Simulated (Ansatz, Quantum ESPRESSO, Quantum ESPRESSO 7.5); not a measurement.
**Band edges of tetragonal PbO, 1 layer under strain**

Wanted: deformation of the bands of tetragonal PbO, 1 layer, driven from Python.

Main program and level: Quantum ESPRESSO 7.5; plane-wave DFT, PBE, GBRV ultrasoft pseudopotentials (geometry by Ansatz 0.2.0 with PAW datasets; geometry under PBE).

### 1. Set-up

The cell holds 4 atoms: 2 Pb and 2 O. Cell: a = 4.050 Å, b = 4.050 Å, c = 16.414 Å, α = 90.0°, β = 90.0°, γ = 90.0°. It derives from PbO. Vacuum lies along c.

### 2. Geometry from Ansatz

A relaxation in Ansatz fixes the structure of this slab for the runs on it.

Contents of input.yaml:

```yaml
crystal:
  lattice:
    - [4.05, 0.0, 0.0]
    - [0.0, 4.05, 0.0]
    - [0.0, 0.0, 16.4142135624]
  atoms:
    - { symbol: Pb, position: [0.5, 0.0, 0.4569210685] }
    - { symbol: O, position: [0.0, 0.0, 0.5] }
    - { symbol: O, position: [0.5, 0.5, 0.5] }
    - { symbol: Pb, position: [0.0, 0.5, 0.5430789315] }
kpoints:
  mp_grid: { grid: [8, 8, 1] }
hamiltonian:
  xc: pbe
scf:
  occupations: { method: fermi_dirac, width: 0.05 }
  convergence: { dr2_threshold: 1.0e-08 }
efield:
  axis: 3
  dipole_correction: true
  ramp_position: 0.97
  ramp_width: 0.04
relax:
  f_tol: 0.01
  cell: { fix: [c, alpha, beta] }
output:
  write_potential: true
  write_density: true
  volumetric_format: npy
```

On the command line:

```
$ ansatz run input.yaml --threads 2 --pin off --max-ram 4096MiB --backend cpu --events-out ev --progress --plain --runs-dir out
```

Numbers of over 12 decimals in the logs are rounded to 6 here.

Log:

```text
Warning: relax.cell: scf.convergence.dr2_threshold = 1e-8 eV is looser than the 4e-10 eV advised for a relaxation that steers and ends on the stress (1e-10 eV for each atom of the cell: 4). What an SCF threshold leaves in a stress goes as its square root, and in the free energy as the threshold itself, and one threshold admits the most on a small cell: [figures from the program's tests cut] Set scf.convergence.dr2_threshold to 4e-10 eV or tighter. The threshold is an SCF's pass mark: one that does not reach it within its budget of iterations ends unconverged, or closes short of it on a stop that the run arms, and scf.convergence.dr2_threshold's page says what that costs each kind of run
Engine: ansatz 0.2.0, x86_64-unknown-linux-gnu
Pseudopotentials: kind: paw
Pseudopotential: Pb, paw, valence charge 14, recommended cutoff 420 eV (normal), Pb.paw.azcp
Pseudopotential: O, paw, valence charge 6, recommended cutoff 420 eV (normal), O.paw.azcp
Functional definition: PBE
  parameter kappa = 0.804
  parameter beta = 0.066725
  exchange = pbe_x(kappa = kappa, mu = beta*pi^2/3)
  correlation = pbe_c(beta = beta)
Crystal: 4 atoms, lattice volume = 269.234 Å³
Basis set: ecut = 420 eV, 5279 PW (Γ), exchange–correlation on 60×60×240 points (8 copies of the dense FFT grid, shifted against one another)
Bands: 24, of which v1, the nominal top of the filled ones, is band 20 counted from 1 (19 counted from 0)
Symmetry: 8 space group operations
k-points: 15 of 64
Non-local potential: Pb, projectors of the file, l = 0: 2, l = 1: 2, l = 2: 2, l = 3: 2
Non-local potential: O, projectors of the file, l = 0: 2, l = 1: 2, l = 2: 1
PAW form: soft (Blöchl's): semilocal exchange-correlation on the pseudo side does not see the compensation charge
PAW one-centre angular grid: Pb, 590 points (default); XC on 64 Gauss nodes
PAW one-centre angular grid: O, 110 points (default); XC on 64 Gauss nodes
Initial density: superposition of atomic densities (neutral atoms: chi_scale 0, normalization atom), corrected by the library's trained network
Initial wavefunctions: pseudopotential atomic-orbital guess
Functional: x = pbe(κ = 0.804, μ = 0.219515), c = pbe(β = 0.066725)
SCF iter   1: F=—  HF=-24943.619597 eV  |F-HF|=—  |Δ(HF+E_count)|=         —  Δρ=3.26e-3  dr2=1.34e-2  ethr=1.77e-3  p=0.001 e·Å  D=8.09e-4 V/Å  ΔV_dip=-0.01 eV  dr2_dipole=1.49e-6  V_vac-E_F(+/−)=3.70/3.72 eV  ⟨swp⟩=9.2  Hψ=2260  notcnv=0
efield: sawtooth ramp at fractional position 0.9700 (set: `efield.ramp_position`, or a place that a band, a saddle search or an elastic batch's reference lends), width 0.0400; the density the first Hamiltonian is built on has a dipole p = 0.001 e·Å; the dipole correction subtracts the counter field D = 8.09e-4 V/Å, which shifts the + side's vacuum level by -0.01 eV against the − side's; the planar-averaged density in the ramp window peaks in size at 4.4e-5 e/Å³
preconditioner: auto → Resta (q_TF=auto, 1.986 Å⁻¹)  ε∞=1.8  [insulator: Δε(μ)=1.541 eV  Ē_g=15.578 eV  σ=0.050 eV  W_gap=1.00  n_scr=38 (ndim 8)  ℏωp=14.3 eV  f_vac=0.697  D(μ)=0.00/eV (n_scr^D=0)  ε∞_Penn≈1.8  vacuum switching on, ρ_ref=1.8e-2 e/Å³]
SCF iter   2: F=—  HF=-24943.625725 eV  |F-HF|=—  |Δ(HF+E_count)|=   6.13e-3  Δρ=1.65e-3  dr2=3.85e-3  ethr=3.34e-5  p=0.000 e·Å  D=2.19e-4 V/Å  ΔV_dip=-0.00 eV  dr2_dipole=7.56e-10  V_vac-E_F(+/−)=3.63/3.63 eV  ⟨swp⟩=2.7  Hψ=886  notcnv=0
SCF iter   3: F=—  HF=-24943.629026 eV  |F-HF|=—  |Δ(HF+E_count)|=   3.30e-3  Δρ=1.30e-3  dr2=4.29e-3  ethr=9.63e-6  p=0.000 e·Å  D=1.91e-4 V/Å  ΔV_dip=-0.00 eV  dr2_dipole=4.93e-7  V_vac-E_F(+/−)=3.53/3.53 eV  ⟨swp⟩=2.9  Hψ=770  notcnv=0
SCF iter   4: F=—  HF=-24943.628192 eV  |F-HF|=—  |Δ(HF+E_count)|=   8.34e-4  Δρ=9.82e-5  dr2=3.25e-5  ethr=9.63e-6  p=-0.000 e·Å  D=-1.62e-6 V/Å  ΔV_dip=0.00 eV  dr2_dipole=5.09e-10  V_vac-E_F(+/−)=3.55/3.55 eV  ⟨swp⟩=2.4  Hψ=542  notcnv=0
SCF iter   5: F=—  HF=-24943.628181 eV  |F-HF|=—  |Δ(HF+E_count)|=   1.17e-5  Δρ=4.95e-5  dr2=4.28e-6  ethr=8.12e-8  p=-0.000 e·Å  D=-1.71e-5 V/Å  ΔV_dip=0.00 eV  dr2_dipole=2.66e-9  V_vac-E_F(+/−)=3.55/3.55 eV  ⟨swp⟩=3.1  Hψ=791  notcnv=0
SCF iter   6: F=—  HF=-24943.628276 eV  |F-HF|=—  |Δ(HF+E_count)|=   9.48e-5  Δρ=1.56e-5  dr2=6.93e-7  ethr=1.07e-8  p=0.000 e·Å  D=2.50e-5 V/Å  ΔV_dip=-0.00 eV  dr2_dipole=9.52e-9  V_vac-E_F(+/−)=3.55/3.55 eV  ⟨swp⟩=2.3  Hψ=674  notcnv=0
SCF iter   7: F=—  HF=-24943.628276 eV  |F-HF|=—  |Δ(HF+E_count)|=   2.25e-8  Δρ=3.25e-6  dr2=2.57e-8  ethr=1.73e-9  p=-0.000 e·Å  D=-9.01e-6 V/Å  ΔV_dip=0.00 eV  dr2_dipole=2.08e-9  V_vac-E_F(+/−)=3.55/3.55 eV  ⟨swp⟩=2.1  Hψ=600  notcnv=0
SCF iter   8: F=—  HF=-24943.628276 eV  |F-HF|=—  |Δ(HF+E_count)|=   1.84e-8  Δρ=1.20e-6  dr2=1.04e-8  ethr=2.50e-11  p=0.000 e·Å  D=1.39e-5 V/Å  ΔV_dip=-0.00 eV  dr2_dipole=2.38e-9  V_vac-E_F(+/−)=3.55/3.55 eV  ⟨swp⟩=11.2  Hψ=2942  notcnv=0
SCF iter   9: F=-24943.628276 eV  HF=-24943.628276 eV  |F-HF|=9.09e-11  |Δ(HF+E_count)|=  7.24e-10  Δρ=5.35e-7  dr2=6.95e-10  ethr=2.50e-11  p=0.000 e·Å  D=1.61e-6 V/Å  ΔV_dip=-0.00 eV  dr2_dipole=1.86e-12  V_vac-E_F(+/−)=3.55/3.55 eV  ⟨swp⟩=9.9  Hψ=2646  notcnv=0
SCF 1 converged in 9 iterations: F = -24943.628276 eV  dr2 = 6.95e-10
  greatest PAW one-centre occupation: 0.987 electrons in one spin orbital (limit 2), on the Pb atom at site 0 (counted from 0), in its partial waves of l = 2
relax step   1: F+E_penalty+E_count = -24943.62827558 eV  Δ(F+E_penalty+E_count) = +0.000e0 eV  max|allowed force component| = 6.633e0 eV/Å  Δτ_max = 0.0000 Å  P = +10.743 GPa  Ω = 269.234 Å³  fix = [c, alpha, beta]  reactions: c +5.573 GPa  (9 SCF iters, accepted)
Crystal: 4 atoms, lattice volume = 277.319 Å³
Basis set: ecut = 420 eV, 5383 PW (Γ), exchange–correlation on 60×60×240 points (8 copies of the dense FFT grid, shifted against one another)
Initial density: handed on by an earlier stage of this run
Initial wavefunctions: those handed on with the density
iter 1 solved again at ethr=3.14e-4 eV; its pass at ethr=3.10e-3 eV (dr2=1.26e-1 eV) is discarded
SCF iter   1: F=—  HF=-24946.104962 eV  |F-HF|=—  |Δ(HF+E_count)|=         —  Δρ=8.20e-3  dr2=1.25e-1  ethr=3.14e-4  p=0.000 e·Å  D=2.15e-6 V/Å  ΔV_dip=-0.00 eV  dr2_dipole=3.04e-11  V_vac-E_F(+/−)=3.62/3.62 eV  ⟨swp⟩=2.0  Hψ=2533  notcnv=0
[...]
relax step   3: F+E_penalty+E_count = -24946.99474741 eV  Δ(F+E_penalty+E_count) = -9.108e-1 eV  max|allowed force component| = 1.078e0 eV/Å  Δτ_max = 0.1945 Å  P = +0.958 GPa  Ω = 276.232 Å³  energy of the carried Pulay correction = -3.803e-3 eV  fix = [c, alpha, beta]  reactions: c +1.348 GPa  (8 SCF iters, accepted)
[...]
relax step   4: F+E_penalty+E_count = -24947.07596628 eV  Δ(F+E_penalty+E_count) = -8.122e-2 eV  max|allowed force component| = 4.545e-1 eV/Å  Δτ_max = 0.1278 Å  P = -0.522 GPa  Ω = 269.780 Å³  energy of the carried Pulay correction = -3.003e-4 eV  fix = [c, alpha, beta]  reactions: c -0.666 GPa  (8 SCF iters, accepted)
[...]
relax step   5: F+E_penalty+E_count = -24947.08898991 eV  Δ(F+E_penalty+E_count) = -1.302e-2 eV  max|allowed force component| = 3.956e-4 eV/Å  Δτ_max = 0.0352 Å  P = -0.082 GPa  Ω = 271.059 Å³  energy of the carried Pulay correction = -1.002e-3 eV  fix = [c, alpha, beta]  reactions: c -0.010 GPa  (7 SCF iters, accepted)
[...]
relax step   6: F+E_penalty+E_count = -24947.08995788 eV  Δ(F+E_penalty+E_count) = -9.680e-4 eV  max|allowed force component| = 7.172e-3 eV/Å  Δτ_max = 0.0031 Å  P = -0.053 GPa  Ω = 270.188 Å³  energy of the carried Pulay correction = -5.241e-4 eV  fix = [c, alpha, beta]  reactions: c -0.017 GPa  (6 SCF iters, accepted)
[...]
relax step   7: F+E_penalty+E_count = -24947.09072423 eV  Δ(F+E_penalty+E_count) = -7.663e-4 eV  max|allowed force component| = 8.463e-4 eV/Å  Δτ_max = 0.0026 Å  P = -0.002 GPa  Ω = 269.167 Å³  energy of the carried Pulay correction = +3.684e-5 eV  fix = [c, alpha, beta]  reactions: c -0.006 GPa  (6 SCF iters, accepted)
Initial wavefunctions: pseudopotential atomic-orbital guess (no wavefunctions were taken with the density)
iter 1 solved again at ethr=3.95e-7 eV; its pass at ethr=3.10e-3 eV (dr2=1.58e-4 eV) is discarded
SCF iter   1: F=—  HF=-24947.090639 eV  |F-HF|=—  |Δ(HF+E_count)|=         —  Δρ=1.10e-6  dr2=1.63e-9  ethr=3.95e-7  p=0.000 e·Å  D=3.49e-6 V/Å  ΔV_dip=-0.00 eV  dr2_dipole=5.25e-11  V_vac-E_F(+/−)=3.23/3.23 eV  ⟨swp⟩=3.8  Hψ=2951  notcnv=0
efield: sawtooth ramp at fractional position 0.9700 (set: `efield.ramp_position`, or a place that a band, a saddle search or an elastic batch's reference lends), width 0.0400; the density the first Hamiltonian is built on has a dipole p = 0.000 e·Å; the dipole correction subtracts the counter field D = 3.49e-6 V/Å, which shifts the + side's vacuum level by -0.00 eV against the − side's; the planar-averaged density in the ramp window peaks in size at 3.6e-6 e/Å³
eigensolver tolerance schedule: the retry pair's looser diagonalisation over-reported the residual by 97089.27 of it (diagonalisation noise at an unbounded share of the residual, at the tolerance the schedule requests for it); recorded, not acted on — ethr = c·dr2/N_el stays at c = 1.0e-1
preconditioner: auto → Resta (q_TF=auto, 1.986 Å⁻¹)  ε∞=2.0  [insulator: Δε(μ)=2.502 eV  Ē_g=14.629 eV  σ=0.050 eV  W_gap=1.00  n_scr=38 (ndim 8)  ℏωp=14.3 eV  f_vac=0.651  D(μ)=0.00/eV (n_scr^D=0)  ε∞_Penn≈2.0  vacuum switching on, ρ_ref=1.6e-2 e/Å³]
SCF iter   2: F=—  HF=-24947.090690 eV  |F-HF|=—  |Δ(HF+E_count)|=   5.06e-5  Δρ=6.88e-7  dr2=1.29e-9  ethr=4.07e-12  p=0.000 e·Å  D=1.06e-6 V/Å  ΔV_dip=-0.00 eV  dr2_dipole=1.47e-11  V_vac-E_F(+/−)=3.23/3.23 eV  ⟨swp⟩=14.9  Hψ=3531  notcnv=0
SCF iter   3: F=-24947.090690 eV  HF=-24947.090690 eV  |F-HF|=2.69e-10  |Δ(HF+E_count)|=  1.82e-11  Δρ=4.16e-7  dr2=1.12e-10  ethr=3.22e-12  p=0.000 e·Å  D=1.87e-6 V/Å  ΔV_dip=-0.00 eV  dr2_dipole=7.60e-14  V_vac-E_F(+/−)=3.23/3.23 eV  ⟨swp⟩=6.1  Hψ=2148  notcnv=0
SCF 8 converged in 3 iterations: F = -24947.090690 eV  dr2 = 1.12e-10
relax step   8: F+E_penalty+E_count = -24947.09068957 eV  Δ(F+E_penalty+E_count) = +3.465e-5 eV  max|allowed force component| = 8.530e-4 eV/Å  Δτ_max = 0.0000 Å  P = +0.001 GPa  Ω = 269.167 Å³  fix = [c, alpha, beta]  reactions: c -0.001 GPa  stress off target by 1.88e-3 GPa on what of the cell is left free  SCF on the basis re-selected at this cell (its energy is not comparable with the rows above)  (3 SCF iters)
basis re-selected at this cell: Δ(F+E_penalty+E_count) = +3.465e-5 eV, ΔP = +0.003 GPa vs the last step (what re-selecting the basis moved, of the pressure what is left beyond the Pulay correction that the steps carried, after the strain that the cell walked since its last selection, with what the two solves' SCF thresholds leave and, on support functions, any second-order correction that the steps lacked; it is no m [...]
WARN: The output density's exchange-correlation potential varies sharply where the density is thin. Do not read a vacuum level from v_tot or v_xc, or from such a field of the output density. On a cell that repeats whose density bears no net charge and no dipole along the vacuum's axis use v_es (v_loc + v_h of the components); under efield.dipole_correction with no amplitude use v_es + v_field, which holds any externa [...]
SCF converged after 3 iterations
Free energy (F): -24947.090690 eV
Harris-Foulkes:  -24947.090690 eV  (|F-HF|=2.69e-10)
Internal energy: -24947.090690 eV  (E = F + TS)
E sigma→0 (E₀):  -24947.090690 eV
Fermi energy:    0.487281 eV
Dipole field:    D = 0.000002 V/Å  (p = 0.000003 e·Å, saw-weighted, corrected)
Work function:   Φ+ = 3.2318 eV   Φ− = 3.2318 eV
Levels:          The Fermi level and band energies are counted from a zero that moves with the ramp; work functions are not
--- Per-component energies (eV) ---
  E_band       = -453.016992
  E_kinetic    = 925.112669
  E_local      = -17216.186721  (includes V_loc(G=0)·N_el)
  E_nonlocal   = 797.825659
  E_hartree    = 8116.630350
  E_xc         = -587.751737
  E_vxc        = -451.285386  (∫ρ·V_xc dr)
  E_paw        = -21128.010104  (= ΣΔE_a)
  E_vpaw       = -741.749021  (= ΣTr[D̂ρ^β])
  E_aug_tail   = 0.004883  (compensation charges beyond the density's cutoff)
  E_efield     = 0.000000  (sawtooth field / dipole correction)
  E_vefield    = -0.000014  (∫n·V_field dr)
  E_ewald      = 4145.284313
  E_smearing   = -0.000000  (= −TS)
  E_closure    = 0.000000  (closes the sum)
  Σ components = -24947.090690   (vs F -24947.090690, Δ=0.00e0)
--- Forces (eV/Å), atoms counted from 1 ---
  atom   1  Pb     0.00000000     0.00000000     0.00085329
  atom   2  O      0.00000000     0.00000000    -0.00001240
  atom   3  O      0.00000000     0.00000000    -0.00001240
  atom   4  Pb     0.00000000     0.00000000    -0.00082725
  max |Σ_I F_I| component: 1.24e-6 eV/Å
--- Stress (GPa, compression-positive) ---
        0.001882       0.000000      -0.000000
        0.000000       0.001882       0.000000
        0.000000       0.000000      -0.001130
  P = ⅓ Tr σ = 0.0009 GPa (0.009 kbar)
--- Band table (eV; the first three rows and the last of 15) ---
  k-point 0: bands = [... 16 lower, -1.8824, -1.8477, -1.8477, -0.7985, 1.7031, 1.7098, 3.6637, 4.1100]
  k-point 1: bands = [... 16 lower, -2.1493, -1.9480, -1.7854, -0.8108, 1.9797, 2.0211, 3.7799, 4.1463]
  k-point 2: bands = [... 16 lower, -2.4291, -2.2288, -1.9050, -0.8827, 2.5953, 2.7013, 3.1913, 4.3325]
  k-point 14: bands = [... 16 lower, -2.0782, -2.0782, -1.2343, -1.2343, 2.3727, 2.3727, 4.3865, 4.3865]
--- Relaxed structure (7 steps of the walk, 7 accepted, 1 SCFs on fresh bases) ---
  F+E_penalty+E_count = -24947.09068957 eV   max|allowed force component| = 8.530e-4 eV/Å   (the final SCF, on the basis selected at the relaxed cell)
  cell:  # Å, volume = 269.1672 Å³
    - [4.049497, 0, 0]
    - [0, 4.049497, 0]
    - [0, 0, 16.4142135624]
  atoms:
    - { symbol: Pb, position: [0.5, 0, 0.427210] }
    - { symbol: O, position: [0, 0, 0.500000] }
    - { symbol: O, position: [0.5, 0.5, 0.500000] }
    - { symbol: Pb, position: [2.339577407658779e-17, 0.5, 0.572790] }
```

It took 23 s on 2 threads of Intel Xeon Platinum 8488C (Sapphire Rapids), shared host; peak memory 0.54 GiB.

The steps of the relaxation:

| step | energy less that of the first step (eV) | largest force component (eV/Å) | pressure (GPa) | volume (Å³) |
| --- | --- | --- | --- | --- |
| 1 | 0.0000 | 6.6330 | 10.74 | 269.23 |
| 2 | -2.4557 | 3.6371 | 4.54 | 277.32 |
| 3 | -3.3665 | 1.0778 | 0.96 | 276.23 |
| 4 | -3.4477 | 0.4545 | -0.52 | 269.78 |
| 5 | -3.4607 | 0.0004 | -0.08 | 271.06 |
| 6 | -3.4617 | 0.0072 | -0.05 | 270.19 |
| 7 | -3.4624 | 0.0008 | 0.00 | 269.17 |
| 8* | -3.4624 | 0.0009 | 0.00 | 269.17 |

Relaxation steps marked * repeat the geometry before them on a plane-wave basis chosen anew for their cell, so energy and pressure can jump there.

| cell as run | before | after | change |
| --- | --- | --- | --- |
| a (Å) | 4.050 | 4.049 | -0.0 % |
| b (Å) | 4.050 | 4.049 | -0.0 % |

The atoms that moved most (Å, along periodic axes as changes of fractional coordinates times the final cell, across vacuum about the mean position):

| atom | dx | dy | dz | length |
| --- | --- | --- | --- | --- |
| Pb1 | 0.000 | 0.000 | -0.488 | 0.488 |
| Pb4 | 0.000 | 0.000 | 0.488 | 0.488 |

Final coordinates:

```xyz
4
Lattice="4.0495 0.0000 0.0000 0.0000 4.0495 0.0000 0.0000 0.0000 16.4142" Properties=species:S:1:pos:R:3
Pb    2.0247    0.0000    7.0123
O     0.0000    0.0000    8.2071
O     2.0247    2.0247    8.2071
Pb    0.0000    2.0247    9.4019
```

This step gave:

| Quantity | Value |
| --- | --- |
| free energy | -24947.0907 eV |
| Fermi energy | 0.4873 eV |
| gap by band count | 2.502 eV |
| symmetry operations | 8 |
| dipole along the normal | 3.25e-6 e·Å |
| vacuum level at the upper face over a Fermi level inside the gap | 3.232 eV |
| vacuum level at the lower face over a Fermi level inside the gap | 3.232 eV |

[end of part 1 of 2]

[Logs are printed without paths, hosts, clocks, repeated set-up lines and the standing remarks that a program may print on its own settings, such as how far it seeks lower states.]

[Hosts, paths, dates, database ids (printed as entryN), source tags and the programs' standing remarks are cut or masked in the printed files.]

[Maps of the electrostatic potential energy from Ansatz leave out the sawtooth potential of an applied field or a dipole correction, so their vacuum need not be flat; planar profiles and work functions include it.]
